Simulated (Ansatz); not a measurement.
# Decaying states in the gap of MgIF

Wanted: the relaxed cell of MgIF, its band edges and its decay constants. It is built by putting F for part of the I in the MgI2 structure of space group P-3m1, with the volume rescaled by atomic radii. The parent structure comes from the Materials Project.

Program: Ansatz 0.2.0. Level of theory: PBEsol DFT, plane waves, PAW files, in the first sound run; inputs show where later runs differ. Results are calculated unless marked as measured.

Report form: the programs' logs are mostly left out.

The structure was built from a prototype and need not be the compound's stable phase.

### Step 1. Starting point

It takes space group P3m1 (No. 156, trigonal). Conventional cell: a = 3.751 Å, b = 3.751 Å, c = 6.353 Å, α = 90.00°, β = 90.00°, γ = 120.00°. Nearest to Mg lie 3 F at 2.63 Å and 3 I at 2.63 Å. Nearest to I lie 3 Mg at 2.63 Å. Nearest to F lie 3 Mg at 2.63 Å. It derives from MgI2. F for part of the I in the MgI2 structure of space group P-3m1. Farther neighbours and most contacts between anions are not listed.

### Step 2. Relaxing the new crystal

The substituted atoms don't fit the parent's cell, so cell and atoms relax together. A small smearing keeps the run stable in case the gap closes on the way.

Contents of input.yaml:

```yaml
crystal:
  lattice:
    - [3.7514796275, 0.0, 0.0]
    - [-1.8757398137, 3.2488766592, 0.0]
    - [0.0, 0.0, 6.3534304417]
  atoms:
    - { symbol: Mg, position: [0.0, 0.0, 0.0] }
    - { symbol: I, position: [0.3333333333, 0.6666666667, 0.23407685] }
    - { symbol: F, position: [0.6666666667, 0.3333333333, 0.76592315] }
kpoints:
  mp_grid: { grid: [6, 6, 4] }
scf:
  occupations: { method: gaussian, width: 0.03 }
hamiltonian:
  xc: pbesol
output:
  forces: true
  stress: true
relax:
  f_tol: 0.02
  max_steps: 60
  cell: {}
```

Launch:

```
> ansatz run input.yaml --threads 2 --pin off --max-ram 4096MiB --backend cpu --events-out ev --progress --plain --runs-dir out
```

The job ended after 17 s (2 threads of Intel Xeon Platinum 8488C (Sapphire Rapids), shared host; peak memory 0.45 GiB).

Relaxation path:

```csv
step,energy less that of the first step (eV),largest force component (eV/Å),pressure (GPa),volume (Å³)
1,0.0000,3.3552,0.84,77.44
2,-0.7660,1.5236,-2.15,77.22
3,-1.1094,0.3295,-0.92,74.72
4,-1.1284,0.0787,0.25,72.43
5,-1.1321,0.0429,0.00,72.42
6,-1.1369,0.1050,-0.06,71.36
7,-1.1520,0.1902,0.02,67.94
8,-1.1673,0.1835,0.03,64.46
9,-1.1717,0.0436,-0.59,64.17
10,-1.1749,0.0823,0.46,61.19
11,-1.1756,0.0108,-0.06,62.95
12,-1.1759,0.0009,0.01,62.78
13*,-1.1704,0.0006,-0.18,62.78
14,-1.1720,0.0021,0.01,62.09
15*,-1.1709,0.0021,-0.01,62.09
```

Relaxation steps marked * repeat the geometry before them on a plane-wave basis chosen anew for their cell, so energy and pressure can jump there. Relaxation step 10 was tried and not accepted.

Forces are held to the 6 operations that the run works with; a distortion that breaks them can't arise in this run.

| cell as run | before | after | change |
| --- | --- | --- | --- |
| a (Å) | 3.751 | 3.695 | -1.5 % |
| b (Å) | 3.751 | 3.695 | -1.5 % |
| c (Å) | 6.353 | 5.252 | -17.3 % |
| volume (Å³/atom) | 25.81 | 20.70 | -19.8 % |

The atoms that moved most (Å, as changes of fractional coordinates times the final cell):

```csv
atom,dx,dy,dz,length
Mg1,0.000,0.000,-0.451,0.451
I2,0.000,0.000,0.244,0.244
F3,0.000,0.000,0.207,0.207
```

The relaxed structure:

```
Mg I F
1.0
     3.69485    0.00000    0.00000
    -1.84743    3.19984    0.00000
     0.00000    0.00000    5.25171
Mg I F
1 1 1
Direct
  0.00000 0.00000 0.91411
  0.33333 0.66667 0.28062
  0.66667 0.33333 0.80527
```

This step gave:

- free energy: -10147.8086 eV
- Fermi energy: 7.732 eV
- pressure: -0.01098 GPa

The largest force component on a free atom ends at 0.0021 eV/Å.

### Step 3. The bulk crystal and its band edges

The energy window and the wavevectors of the next steps follow from the band edges, so these are searched first, off the mesh as well.

Contents of input.yaml:

```yaml
crystal:
  lattice:
    - [3.6948523175, 0.0, 0.0]
    - [-1.8474261587, 3.1998359702, 0.0]
    - [0.0, 0.0, 5.2517074804]
  atoms:
    - { symbol: Mg, position: [0.0, 0.0, -0.0858871805] }
    - { symbol: I, position: [0.3333333333, 0.6666666667, 0.2806157411] }
    - { symbol: F, position: [0.6666666667, 0.3333333333, 0.8052714394] }
kpoints:
  mp_grid: { grid: [8, 8, 4] }
  band_path: { path: [VBM, CBM], npoints: 30 }
scf:
  occupations: { method: fixed }
hamiltonian:
  xc: pbesol
output:
  eigenvalues: true
  write_potential: true
  write_density: true
  volumetric_format: npy
```

Elapsed: 5.3 s, on 2 threads; peak memory 0.41 GiB.

Numbers from this step:

* free energy: -10147.8119 eV
* Fermi energy: 7.361 eV
* gap on the k-mesh: 0.7394 eV
* gap on path: 0.7394 eV, by band count; negative where bands overlap
* direct gap on path: 0.7593 eV
* edge places on path: 0, 0.5982 1/A along the path

Electronic bands along the path, in eV, zero at the Fermi level (highest filled level under fixed occupations); v1 is the highest filled band, c1 the lowest empty one:

| point | v4 | v3 | v2 | v1 | c1 | c2 | c3 | c4 |
| --- | --- | --- | --- | --- | --- | --- | --- | --- |
| VBM | -5.22 | -4.33 | 0.00 | 0.00 | 3.71 | 5.54 | 6.91 | 7.81 |
| halfway | -5.66 | -3.43 | -0.01 | -0.01 | 2.04 | 5.56 | 7.84 | 7.84 |
| CBM | -5.66 | -2.57 | -0.02 | -0.02 | 0.74 | 5.45 | 7.89 | 7.89 |

The searched edges give 0.739 eV, as on the mesh.

### Step 4. Decaying states in the gap

This step: PBEsol DFT, plane waves, PAW files; complex bands by layer matching along the plane's normal (Ansatz 0.2.0).

The same crystal is laid in a cell whose first two vectors span the (100) plane (indices of the standard conventional cell, whose axes can be ordered otherwise than in the bulk input). At fixed energy and wavevector in the plane the solver finds all kz, real and complex. A few wavevectors are listed, (0, 0), (0, -0.5) and (0.5, 0) in units of the plane's reciprocal vectors; the slowest state needn't be among them.

Contents of input.yaml:

```yaml
crystal:
  lattice:
    - [3.694852318, 0.0, 0.0]
    - [0.0, 5.25170748, 0.0]
    - [1.847426159, 0.0, 3.19983597]
  atoms:
    - { symbol: Mg, position: [0.0, 0.9141128195, 0.0] }
    - { symbol: I, position: [0.3333333333, 0.2806157411, 0.3333333333] }
    - { symbol: F, position: [0.6666666667, 0.8052714394, 0.6666666667] }
kpoints:
  mp_grid: { grid: [8, 4, 8] }
scf:
  occupations: { method: fixed }
hamiltonian:
  xc: pbesol
output:
  eigenvalues: true
  transmission:
    leads: [[0, 0]]
    kpoints: [[0.0, 0.0], [0.0, -0.5], [0.5, 0.0]]
    e_range: [-1.0, 1.74]
    de: 0.05
```

Run time: 24 s. Hardware: 2 threads; peak memory 0.5 GiB; 31 s of CPU time.

Numbers from this step:

* level to which the leads are filled: 0.3697 eV from the Fermi level
* decay constant at the filling level, zone centre: 0.1062 Å⁻¹
* decay constant at the filling level, slowest listed point: 0.1062 Å⁻¹

K parallel (0, 0); values up to 1.5 1/Å, a degenerate pair printed once or twice; energies at which all values exceed this have no row. Im kz of the slowest decaying states against energy, zero at the highest filled level on the SCF mesh:

```
energy (eV)  decay 1 (Å⁻¹)  decay 2 (Å⁻¹)  decay 3 (Å⁻¹)  decay 4 (Å⁻¹)
      -1.00          0.519          0.599           1.07           1.23
      -0.85          0.502          0.600           1.06           1.23
      -0.75          0.490          0.600           1.05           1.23
      -0.60          0.471          0.600           1.03           1.23
      -0.45          0.450          0.598           1.02           1.23
      -0.30          0.428          0.596           1.00           1.23
      -0.20          0.412          0.593          0.995           1.23
      -0.05          0.387          0.590          0.980           1.23
       0.00         0.0284         0.0741          0.378          0.588
       0.10         0.0676          0.177          0.359          0.585
       0.20         0.0884          0.235          0.340          0.582
       0.35          0.106          0.295          0.308          0.576
       0.50          0.109          0.277          0.340          0.570
       0.60         0.0968          0.257          0.364          0.566
       0.75          0.238          0.394          0.559          0.895
       0.90          0.231          0.419          0.551          0.878
       1.00          0.231          0.434          0.545          0.867
       1.15          0.233          0.453          0.536          0.850
       1.30          0.237          0.468          0.527          0.832
       1.45          0.242          0.482          0.516          0.813
       1.55          0.244          0.490          0.509          0.801
       1.70          0.248          0.498          0.500          0.782
```

K parallel (0, 0). Re kz of states that move upwards against energy, zero at the highest filled level on the SCF mesh:

```
energy (eV)  channel 1 (Å⁻¹)  channel 2 (Å⁻¹)
      -1.00           -0.752           -0.236
      -0.95           -0.706           -0.228
      -0.85           -0.629           -0.213
      -0.80           -0.595           -0.205
      -0.70           -0.532           -0.188
      -0.65           -0.502           -0.180
      -0.55           -0.444           -0.163
      -0.50           -0.416           -0.153
      -0.40           -0.359           -0.134
      -0.35           -0.330           -0.124
      -0.25           -0.268           -0.102
      -0.20           -0.234          -0.0891
      -0.10           -0.152          -0.0582
      -0.05          -0.0919          -0.0352
       0.00                -                -
       0.10                -                -
       0.15                -                -
       0.25                -                -
       0.30                -                -
       0.40                -                -
       0.45                -                -
       0.55                -                -
       0.60                -                -
       0.70                -                -
       0.75           0.0324                -
       0.80           0.0798                -
       0.90            0.138                -
       0.95            0.162                -
       1.05            0.205                -
       1.10            0.224                -
       1.20            0.259                -
       1.25            0.276                -
       1.35            0.307                -
       1.40            0.322                -
       1.50            0.351                -
       1.55            0.364                -
       1.65            0.391                -
       1.70            0.404                -
```

K parallel (0, -0.5); values up to 1.5 1/Å, a degenerate pair printed once or twice; energies at which all values exceed this have no row. Table of Im kz of the slowest decaying states by energy, zero at the highest filled level on the SCF mesh:

| energy (eV) | decay 1 (Å⁻¹) | decay 2 (Å⁻¹) | decay 3 (Å⁻¹) | decay 4 (Å⁻¹) |
| --- | --- | --- | --- | --- |
| -1.00 | 0.398 | 0.936 | 1.12 | 1.21 |
| -0.85 | 0.407 | 0.925 | 1.12 | 1.21 |
| -0.75 | 0.411 | 0.918 | 1.11 | 1.21 |
| -0.60 | 0.417 | 0.907 | 1.10 | 1.20 |
| -0.45 | 0.421 | 0.896 | 1.10 | 1.20 |
| -0.30 | 0.422 | 0.884 | 1.09 | 1.20 |
| -0.20 | 0.423 | 0.876 | 1.08 | 1.19 |
| -0.05 | 0.422 | 0.864 | 1.08 | 1.19 |
| 0.00 | 0.00146 | 0.00315 | 0.421 | 0.860 |
| 0.10 | 0.0711 | 0.154 | 0.420 | 0.852 |
| 0.20 | 0.0994 | 0.214 | 0.417 | 0.843 |
| 0.35 | 0.129 | 0.275 | 0.413 | 0.830 |
| 0.50 | 0.152 | 0.319 | 0.406 | 0.817 |
| 0.60 | 0.164 | 0.343 | 0.402 | 0.808 |
| 0.75 | 0.180 | 0.373 | 0.393 | 0.793 |
| 0.90 | 0.194 | 0.382 | 0.398 | 0.779 |
| 1.00 | 0.202 | 0.374 | 0.412 | 0.768 |
| 1.15 | 0.212 | 0.361 | 0.431 | 0.753 |
| 1.30 | 0.221 | 0.346 | 0.447 | 0.736 |
| 1.45 | 0.229 | 0.328 | 0.461 | 0.719 |
| 1.55 | 0.234 | 0.315 | 0.469 | 0.707 |
| 1.70 | 0.240 | 0.293 | 0.480 | 0.689 |

K parallel (0.5, 0); values up to 1.5 1/Å, a degenerate pair printed once or twice; energies at which all values exceed this have no row. Table of Im kz of the slowest decaying states by energy, zero at the highest filled level on the SCF mesh:

```
energy (eV)  decay 1 (Å⁻¹)  decay 2 (Å⁻¹)  decay 3 (Å⁻¹)  decay 4 (Å⁻¹)
     -1.000         0.0915          0.803          0.910              -
     -0.800          0.146          0.823          0.915              -
     -0.600          0.180          0.841          0.919              -
     -0.400          0.205          0.857          0.924              -
     -0.200          0.224          0.872          0.929              -
      0.000          0.239          0.887          0.935              -
      0.200          0.250          0.902          0.943              -
      0.400          0.259          0.918          0.953              -
      0.600          0.266          0.936          0.966              -
      0.800          0.271          0.957          0.985              -
      1.000          0.274          0.984           1.01              -
      1.200          0.275           1.02           1.06           1.47
      1.400          0.275           1.09           1.17           1.35
      1.600          0.273           1.14           1.17           1.45
```

At the listed wavevectors the last open channel is at -0.05 eV and the next at +0.75 eV on the grid. At +0.35 eV, the grid energy nearest the filling level (the middle of the gap on the SCF mesh), the slowest state at the listed wavevectors decays with κ = 0.106 Å⁻¹, its amplitude falling by e over 9.4 Å. Through 1 nm of this crystal that state's transmission falls by exp(−2 × 0.106 Å⁻¹ × 10 Å) = 0.12.

### Step 5. Decay over the two-dimensional zone

The listed points could miss the slowest state, so one energy near mid-gap is solved on a mesh of 12×8.

Changes to input.yaml since step 4:

```diff
@@ -17,6 +17,2 @@
   eigenvalues: true
-  transmission:
-    leads: [[0, 0]]
-    kpoints: [[0.0, 0.0], [0.0, -0.5], [0.5, 0.0]]
-    e_range: [-1.0, 1.74]
-    de: 0.05
+  transmission: { leads: [[0, 0]], kmesh: [12, 8], e_range: [0.37, 0.38], de: 0.05 }
```

It took 9.9 s on 2 threads; peak memory 0.51 GiB; 19 s of CPU time.

This step gave:

| Item | Value |
| --- | --- |
| least decay constant on the mesh | 0.1075 Å⁻¹ |

Slowest decay constant (1/Å; 0 where a channel is open) over k1 and k2. At 0.3700 eV from the Fermi level.

Values, 8 rows by 12 columns:
```
0.276 0.277 0.276 0.270 0.257 0.230 0.132 0.230 0.257 0.270 0.276 0.277
0.268 0.269 0.269 0.266 0.255 0.230 0.130 0.230 0.255 0.266 0.269 0.269
0.261 0.262 0.263 0.261 0.251 0.225 0.122 0.225 0.251 0.261 0.263 0.262
0.258 0.259 0.261 0.261 0.252 0.211 0.107 0.211 0.252 0.261 0.261 0.259
0.261 0.262 0.263 0.261 0.251 0.225 0.122 0.225 0.251 0.261 0.263 0.262
0.268 0.269 0.269 0.266 0.255 0.230 0.130 0.230 0.255 0.266 0.269 0.269
0.276 0.277 0.276 0.270 0.257 0.230 0.132 0.230 0.257 0.270 0.276 0.277
0.280 0.280 0.279 0.273 0.258 0.230 0.133 0.230 0.258 0.273 0.279 0.280
```
Columns: k1 (b1) from -0.5 to 0.417; rows upwards: k2 (b2) from -0.5 to 0.375.

The least value on the mesh is 0.107 Å⁻¹ at +0.37 eV. At that energy the listed points give about 0.107 Å⁻¹ by interpolation, so the mesh holds no clearly slower state.

### Step 6. Band edges at another level

This step: LDA DFT, plane waves, PAW files (Ansatz 0.2.0).

The edges again with LDA, at the same atoms.

Contents of input.yaml:

```yaml
crystal:
  lattice:
    - [3.6948523175, 0.0, 0.0]
    - [-1.8474261587, 3.1998359702, 0.0]
    - [0.0, 0.0, 5.2517074804]
  atoms:
    - { symbol: Mg, position: [0.0, 0.0, -0.0858871805] }
    - { symbol: I, position: [0.3333333333, 0.6666666667, 0.2806157411] }
    - { symbol: F, position: [0.6666666667, 0.3333333333, 0.8052714394] }
kpoints:
  mp_grid: { grid: [8, 8, 4] }
  band_path: { path: [VBM, CBM], npoints: 30 }
scf:
  occupations: { method: fixed }
hamiltonian:
  xc: lda
output:
  eigenvalues: true
```

Elapsed: 5.2 s, on 2 threads; peak memory 0.39 GiB; 8.9 s of CPU time.

This step gave:

```
free energy        : -10054.3001 eV
Fermi energy       : 7.173 eV
gap on the k-mesh  : 0.5719 eV
gap on path        : 0.5719 eV, by band count; negative where bands overlap
direct gap on path : 0.5935 eV
```

Electronic bands along the path, in eV, zero at the Fermi level (highest filled level under fixed occupations); v1 is the highest filled band, c1 the lowest empty one:

| point | v4 | v3 | v2 | v1 | c1 | c2 | c3 | c4 |
| --- | --- | --- | --- | --- | --- | --- | --- | --- |
| VBM | -5.31 | -4.36 | 0.00 | 0.00 | 3.52 | 5.45 | 6.88 | 7.74 |
| halfway | -5.77 | -3.46 | -0.01 | -0.01 | 1.88 | 5.53 | 7.78 | 7.78 |
| CBM | -5.77 | -2.59 | -0.02 | -0.02 | 0.57 | 5.43 | 7.84 | 7.84 |

The searched edges give 0.572 eV, as on the mesh.

[end of part 1 of 2]

[Logs are printed without paths, hosts, clocks, repeated set-up lines and the standing remarks that a program may print on its own settings, such as how far it seeks lower states.]

[Hosts, paths, dates, database ids (printed as entryN), source tags and the programs' standing remarks are cut or masked in the printed files.]
